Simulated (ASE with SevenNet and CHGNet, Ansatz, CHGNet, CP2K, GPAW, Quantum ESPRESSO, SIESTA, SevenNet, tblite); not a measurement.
# Machine-learned potentials on liquid diethyl ether at 300 K (75 atoms): settings against a plane-wave reference

How do the settings of machine-learned potentials change the result for liquid diethyl ether at 300 K (75 atoms)? A plane-wave run serves as the yardstick.

Program: ASE with SevenNet and CHGNet. Level of theory: the method is named at each step. Results are calculated unless marked as measured.

## Step 1: The structure

The cell holds 75 atoms: 20 C, 5 O and 50 H. Cell: a = 9.535 Å, b = 9.535 Å, c = 9.535 Å, α = 90.0°, β = 90.0°, γ = 90.0°. 5 diethyl ether placed at random, at 0.71 g/cm³; overlaps pushed apart, then 10 ps at 450 K with MMFF94 bonds, angles, torsions, charges and radii (Halgren, J. Comput. Chem. 17, 490 (1996)) in harmonic and 12-6 forms. Snapshot after 20 ps at 300 K and fixed volume. Then every atom was moved at random, 0.05 Å r.m.s. a Cartesian component (hydrogen 0.6 of that).

The yardstick, on the same geometry:

| Quantity | Value |
| --- | --- |
| method | Kohn-Sham DFT, PBE, SSSP efficiency 1.3.0 pseudopotentials, plane waves (Quantum ESPRESSO 7.5); sssp-pbe-1.3.0-efficiency, cutoffs 60/480 Ry, Γ point |
| r.m.s. force component | 1.842 eV/Å |
| longest force | 7.469 eV/Å |
| pressure | 2.032 GPa |
| gap (highest filled to lowest empty level) | 4.348 eV |
| time | 51 s on 2 MPI ranks of Arm Neoverse V1, shared host |
| CPU time | 1.7 min |

## Step 2: SevenNet l3i5 potential

Method: machine-learned interatomic potential SevenNet l3i5, trained on PBE(+U) plane-wave data.

run.py reads:

```python
import numpy as np
from ase.io import read
import mlip  # loads the published weights by name

atoms = read("structure.xyz")
atoms.calc = mlip.calc("7net-l3i5")
energy = atoms.get_potential_energy()
forces = atoms.get_forces()
print(f"energy {energy:.6f} eV")
print("forces (eV/A)")
for i, (a, f) in enumerate(zip(atoms, forces)):
    print(f"{i:4d} {a.symbol:2s} {f[0]:10.5f} {f[1]:10.5f} {f[2]:10.5f}")
stress = -atoms.get_stress(voigt=False) * 160.21766
print("stress (GPa, compression positive)")
for row in stress:
    print(" ".join(f"{x:10.4f}" for x in row))
```

structure.xyz reads:

```xyz
75
Lattice="9.53465 0.00000 0.00000 0.00000 9.53465 0.00000 0.00000 0.00000 9.53465" Properties=species:S:1:pos:R:3 pbc="T T T"
C 8.62390 0.90388 7.24138
C 0.02222 9.19941 6.81708
O 8.96896 8.67167 5.69714
C 0.11499 7.49414 5.06462
C 8.86179 6.95381 4.06271
H 9.03093 1.31435 8.21658
H 7.67291 0.44956 7.39307
H 8.63649 1.60869 6.51608
H 1.03460 9.45465 6.60103
H 9.50662 8.33719 7.62629
H 0.33676 6.78858 5.94552
H 0.92934 7.93950 4.64929
H 8.34949 7.80669 3.45126
H 8.07528 6.35570 4.38117
H 0.04758 6.39565 3.35791
C 1.07541 3.33341 3.33198
C 1.90302 2.16465 2.74112
O 1.42600 2.05357 1.29929
C 2.20355 0.98216 0.81083
C 1.46328 9.11932 0.94965
H 1.23617 4.26618 2.66312
H 1.47682 3.55328 4.28640
H 0.03499 3.23463 3.35496
H 2.96280 2.55796 2.66045
H 1.72015 1.29023 3.33636
H 3.20545 0.89807 1.08733
H 2.13271 1.35411 9.31755
H 1.80815 8.34053 0.39369
H 0.39969 9.22306 0.63186
H 1.34296 8.86618 2.04451
C 5.47918 3.34571 4.50274
C 6.41949 2.31692 4.11725
O 6.25845 2.03050 2.75075
C 7.16863 1.16237 2.26429
C 7.28619 1.40484 0.70709
H 4.48052 2.93019 4.55461
H 5.59970 4.19763 4.03449
H 5.67607 3.41073 5.62049
H 7.57242 2.64157 4.13089
H 6.51541 1.27364 4.67732
H 6.69180 0.09439 2.40864
H 8.11446 1.18926 2.72977
H 7.83624 2.29633 0.53699
H 6.27380 1.46805 0.22540
H 7.86323 0.46825 0.38081
C 4.46632 0.04252 6.90347
C 4.97985 8.31994 7.00511
O 3.95631 7.33186 6.97574
C 4.57692 6.09054 6.92416
C 3.63976 4.98081 6.33701
H 3.78640 0.23608 6.16959
H 5.19677 0.84477 6.69990
H 3.90349 0.28318 7.80583
H 5.76722 8.13658 6.16415
H 5.80183 8.14841 7.86628
H 4.79116 5.80441 8.04362
[... 15 atom lines left out ...]
H 5.04116 4.76609 1.66589
H 3.36011 6.51426 2.32750
H 3.54737 6.42292 0.55082
H 4.31042 7.67473 1.37766
```

Launch:

```sh
$ OMP_NUM_THREADS=1 python run.py > output.txt
```

Output:

```text
energy -391.731201 eV
forces (eV/A)
   0 C     2.95038   -3.31114    2.98257
   1 C    -2.07558   -0.26824    2.33864
   2 O    -1.27022   -1.34691   -2.44033
   3 C    -0.45970    1.52999    6.20861
   4 C    -1.14825    0.14952   -5.27887
   5 H    -0.50732   -0.26623   -0.97441
   6 H    -1.10251   -0.07403    0.20647
   7 H    -0.04802    2.31123   -2.43858
   8 H     1.40955    0.43447    0.25271
   9 H     0.51739    1.66540   -0.70107
  10 H     0.20366    0.60576   -1.26691
  11 H     3.37416    0.96036   -0.87518
  12 H     0.97088   -1.23950    0.62932
  13 H    -1.46306   -1.49310    0.64701
  14 H    -1.24969    0.33797    0.48218
  15 C     2.17658    1.12672   -2.47832
  16 C    -1.32583    3.33984   -1.76052
  17 O     1.12414   -0.22475    3.94519
  18 C    -3.70454   -1.19435   -3.23611
  19 C    -1.90648    3.21951    2.55606
  20 H     0.02885   -1.19950    0.89925
  21 H     0.22987    0.43816    1.37900
  22 H    -1.73427   -0.73457    0.19984
  23 H    -0.66300   -0.95459    0.45457
[...]
67 H    -1.70926   -0.17305    0.13786
  68 H    -0.27385   -0.57137    0.89976
  69 H    -0.79991   -0.61045    0.04629
  70 H     1.24115   -0.06122    1.85786
  71 H    -0.35620   -3.89816    0.03135
  72 H     0.52407   -0.15285   -0.05208
  73 H     1.01573   -0.58184    1.32608
  74 H     0.68092   -0.30206    0.67264
stress (GPa, compression positive)
    1.6660     0.0685    -0.1204
    0.0685     3.0749     1.8083
   -0.1204     1.8083     1.2650
```

The job ended after 12 s (1 thread of Arm Neoverse V1, shared host; peak memory 1.5 GiB).

Banners, paths, timers and routine set-up lines are dropped from the logs unmarked, and long logs keep their key lines alone; longer cuts are marked.

Against the reference:

```yaml
r_m_s_force_component: 1.846 eV/Å
r_m_s_difference_of_force_components: 96.14 meV/Å
longest_difference_of_force_vectors: 496.7 meV/Å
force_difference_over_r_m_s_force: 5.22 %
slope_of_forces_against_the_reference_s: 1.001
correlation_of_force_components: 0.9986
pressure: 2.002 GPa
pressure_difference: -0.0297 GPa
```

Length of the force difference by element (eV/Å):

| element | atoms | mean | most |
| --- | --- | --- | --- |
| C | 20 | 0.19 | 0.40 |
| H | 50 | 0.089 | 0.18 |
| O | 5 | 0.38 | 0.50 |

The surroundings of O48, one of the 5 O atoms, nearest first, numbered as they follow in the input and with coordinates relative to it.

| atom | x | y | z | distance (Å) | bonds | Fx | Fy | Fz (eV/Å) |
| --- | --- | --- | --- | --- | --- | --- | --- | --- |
| O48 | 0.00 | 0.00 | 0.00 | 0.00 | 2 | 0.11 | 1.07 | -0.27 |
| C49 | 0.62 | -1.24 | -0.05 | 1.39 | 4 | -0.61 | -3.22 | 1.88 |
| C47 | 1.02 | 0.99 | 0.03 | 1.42 | 4 | 5.11 | -4.99 | -0.30 |
| H56 | 0.83 | -1.53 | 1.07 | 2.04 | 1 | 0.28 | 0.25 | -1.84 |
| H57 | 1.50 | -1.25 | -0.69 | 2.08 | 1 | 0.74 | 0.25 | 0.15 |
| H54 | 1.81 | 0.80 | -0.81 | 2.14 | 1 | -1.18 | -0.04 | 0.37 |
| H55 | 1.85 | 0.82 | 0.89 | 2.21 | 1 | -2.02 | 0.30 | -0.77 |
| C46 | 0.51 | 2.25 | -0.07 | 2.30 | 4 | -0.53 | 5.36 | 2.04 |
| C50 | -0.32 | -2.35 | -0.64 | 2.46 | 4 | -3.60 | 6.46 | 0.87 |
| H59 | -1.40 | -2.07 | -0.13 | 2.50 | 1 | 2.01 | -0.51 | -1.20 |
| H51 | -0.17 | 2.44 | -0.81 | 2.57 | 1 | -2.20 | -0.20 | -2.59 |
| H53 | -0.05 | 2.49 | 0.83 | 2.62 | 1 | -0.06 | 0.44 | 0.51 |

Atoms are counted from 1 here, from 0 in the log.

Forces lie 5.2 % from the reference's, at 0.11 times its CPU time (on 1 against 2 cores).

## Step 3: CHGNet r2SCAN potential

Method: machine-learned interatomic potential CHGNet r2SCAN, trained on r2SCAN plane-wave data.

Changes to run.py since step 2:

```diff
@@ -5,3 +5,3 @@
 atoms = read("structure.xyz")
-atoms.calc = mlip.calc("7net-l3i5")
+atoms.calc = mlip.calc("chgnet-r2scan")
 energy = atoms.get_potential_energy()
```

structure.xyz is that of step 2.

Output:

```text
CHGNet vr2scan initialized with 412,525 parameters
CHGNet will run on cpu
energy -416.945862 eV
forces (eV/A)
   0 C     2.64896   -3.21372    2.87268
   1 C    -1.80275   -0.60268    1.57865
   2 O    -0.59314   -0.79719   -1.03246
   3 C    -0.92561    0.87932    5.52010
   4 C    -0.67403    0.27977   -4.95373
   5 H    -0.50181   -0.24952   -1.02801
   6 H    -0.94915    0.03921    0.13303
   7 H    -0.15706    2.22290   -2.19315
   8 H     1.05854    0.48819    0.04286
   9 H     0.20169    1.35210   -0.76215
  10 H     0.12550    0.66175   -1.02237
  11 H     3.39008    1.06610   -1.02185
  12 H     0.72669   -1.21678    0.65493
  13 H    -1.32800   -1.27633    0.58104
  14 H    -1.18439    0.37242    0.59050
  15 C     2.08670    0.99072   -2.15907
  16 C    -0.89320    2.98677   -1.61907
  17 O     0.70523   -0.09860    4.23844
  18 C    -2.84860   -1.29863   -2.98464
  19 C    -1.95559    3.07105    2.48213
  20 H    -0.15365   -1.12308    0.94744
  21 H     0.22537    0.32331    1.04708
  22 H    -1.50193   -0.52284    0.08871
  23 H    -0.82285   -0.84778    0.24243
[...]
67 H    -1.83686   -0.04459    0.15783
  68 H    -0.46331   -0.44447    0.78276
  69 H    -0.89775   -0.50291    0.00244
  70 H     1.18924    0.07672    1.60540
  71 H    -0.48006   -3.87905   -0.14708
  72 H     0.75421   -0.20438   -0.28008
  73 H     1.02057   -0.36312    1.30295
  74 H     0.48067   -0.48620    0.44678
stress (GPa, compression positive)
    0.4565     0.4063    -0.1606
    0.4063     2.2031     1.2441
   -0.1606     1.2441    -0.1041
```

It took 4.7 s on 1 thread; peak memory 1.3 GiB.

Numbers from this run, and their distance from the reference:

- r.m.s. force component: 1.699 eV/Å
- r.m.s. difference of force components: 257.4 meV/Å
- longest difference of force vectors: 1396 meV/Å
- force difference over r.m.s. force: 13.98 %
- slope of forces against the reference's: 0.9157
- correlation of force components: 0.9927
- pressure: 0.8518 GPa
- pressure difference: -1.18 GPa

Against the first run (5.2 %), the force difference from the reference is 14 %, at 0.40 times the CPU time; this potential was trained at another functional than the reference's.

## Step 4: SevenNet 0 potential

Method: machine-learned interatomic potential SevenNet 0, trained on PBE(+U) plane-wave data.

Changes to run.py since step 3:

```diff
@@ -5,3 +5,3 @@
 atoms = read("structure.xyz")
-atoms.calc = mlip.calc("chgnet-r2scan")
+atoms.calc = mlip.calc("7net-0")
 energy = atoms.get_potential_energy()
```

structure.xyz is that of step 3.

Output:

```text
energy -391.550171 eV
forces (eV/A)
   0 C     2.93803   -3.37467    2.72577
   1 C    -1.88513   -0.36041    2.27632
   2 O    -1.23847   -1.15866   -2.08304
   3 C    -0.12298    1.48927    6.10929
   4 C    -1.27358    0.23225   -5.39097
   5 H    -0.48103   -0.22587   -0.91546
   6 H    -1.11990   -0.05322    0.18972
   7 H    -0.10439    2.28614   -2.33778
   8 H     1.28056    0.44352    0.19778
   9 H     0.42116    1.59154   -0.74777
  10 H     0.16506    0.59727   -1.03985
  11 H     3.23812    0.84861   -0.90292
  12 H     0.86097   -1.23477    0.58698
  13 H    -1.45668   -1.50018    0.66343
  14 H    -1.16349    0.42161    0.50372
  15 C     2.02121    0.96180   -2.34622
  16 C    -1.07152    3.37298   -1.68648
  17 O     0.91545   -0.68981    3.48388
  18 C    -3.68277   -0.97718   -2.76046
  19 C    -1.81030    3.46493    2.57740
  20 H     0.03133   -1.14081    0.83699
  21 H     0.26354    0.41274    1.32495
  22 H    -1.67476   -0.64629    0.17166
  23 H    -0.54620   -0.97896    0.51260
[...]
67 H    -1.68140   -0.13361    0.17741
  68 H    -0.22300   -0.62313    0.86733
  69 H    -0.73668   -0.49583    0.08033
  70 H     1.19079   -0.03890    1.91677
  71 H    -0.41527   -3.80894    0.04601
  72 H     0.37804   -0.13123   -0.02255
  73 H     0.91414   -0.54498    1.21020
  74 H     0.70154   -0.22646    0.57388
stress (GPa, compression positive)
    1.5607     0.1434     0.0669
    0.1434     2.7039     1.5640
    0.0669     1.5640     1.2509
```

It took 8.1 s on 1 thread; peak memory 0.95 GiB.

Numbers from this run, and their distance from the reference:

| Quantity | Value |
| --- | --- |
| r.m.s. force component | 1.802 eV/Å |
| r.m.s. difference of force components | 128.2 meV/Å |
| longest difference of force vectors | 779.9 meV/Å |
| force difference over r.m.s. force | 6.962 % |
| slope of forces against the reference's | 0.976 |
| correlation of force components | 0.9978 |
| pressure | 1.839 GPa |
| pressure difference | -0.1932 GPa |

Against the first run (5.2 %), the force difference from the reference is 7.0 %, at 0.74 times the CPU time.

## Step 5: Side by side

Differences are against the plane-wave reference, forces as r.m.s. over components; share is that over the reference's r.m.s. force, slope the least-squares factor from reference forces to these. Total energies of different programs have different zeros and aren't compared.

| run | Δ force, r.m.s. (meV/Å) | share (%) | slope | Δ pressure (GPa) | cores | CPU time | memory (GiB) |
| --- | --- | --- | --- | --- | --- | --- | --- |
| reference | - | - | - | - | 2 | 1.7 min | 1.6 |
| SevenNet l3i5 potential | 96.1 | 5.22 | 1.001 | -0.0297 | 1 | 11 s | 1.5 |
| CHGNet r2SCAN potential | 257 | 14.0 | 0.916 | -1.18 | 1 | 4.4 s | 1.3 |
| SevenNet 0 potential | 128 | 6.96 | 0.976 | -0.193 | 1 | 8.1 s | 0.95 |

Times of the machine-learned potentials are mostly Python's start and the loading of weights.

CPU time is summed over cores on a shared host, where runs went side by side, so it is rough. Symmetry, cutoffs, thresholds, outputs and thread counts weren't matched or tuned between programs; memory under MPI is the largest rank's times the ranks.

A second geometry, displaced anew (every atom was moved at random, 0.04 Å r.m.s. a Cartesian component (hydrogen 0.6 of that)), gives an energy difference that all programs can be tested on. The reference puts it at -17.60 meV/atom.

| run | energy less the first geometry's (meV/atom) | error (meV/atom) | force share at the second geometry (%) |
| --- | --- | --- | --- |
| SevenNet l3i5 potential | -17.60 | -0.0094 | 6.82 |
| CHGNet r2SCAN potential | -18.48 | -0.886 | 19.4 |
| SevenNet 0 potential | -18.12 | -0.529 | 9.04 |

## Step 6: Summary of results

* nearest in forces: SevenNet l3i5 potential, 5.2 %
* its CPU time: 11 s

Machine-learned potentials differ by 5.2 % (SevenNet l3i5 potential) to 14 % (CHGNet r2SCAN potential); they were trained on other programs' data, some at another functional. The energy difference between the two geometries, -17.6 meV/atom in the reference, is met best by SevenNet l3i5 potential (-0.0094) and worst by CHGNet r2SCAN potential (-0.886). The reference's pressure holds the uncorrected Pulay stress of its 60 Ry basis, so small pressure differences, and their order, may be the reference's own error. Machine-learned potentials mimic data converged in k, so the reference's own k-point error enters their differences. The network of contacts between molecules at the start is that of the classical potential that made the cell, and needn't be the one that DFT or experiment would give. The reference's PBE has no dispersion term, which matters for the binding between molecules or layers. The electronic-structure runs sample only Γ, in a cell whose shortest periodic width is 10 Å.

[Also dropped from logs without a mark: logging warnings of Python, and SIESTA's first energy breakdown and zero terms.]

[Logs are printed without paths, hosts, clocks, repeated set-up lines and the standing remarks that a program may print on its own settings, such as how far it seeks lower states.]

[Hosts, paths, dates, database ids (printed as entryN), source tags and the programs' standing remarks are cut or masked in the printed files.]

[The MMFF94 radii named for the starting cell were scaled by 0.96; in molecules described by MMFF94, hydrogen bound to N, O or S took a small fixed 12-6 site in their place.]
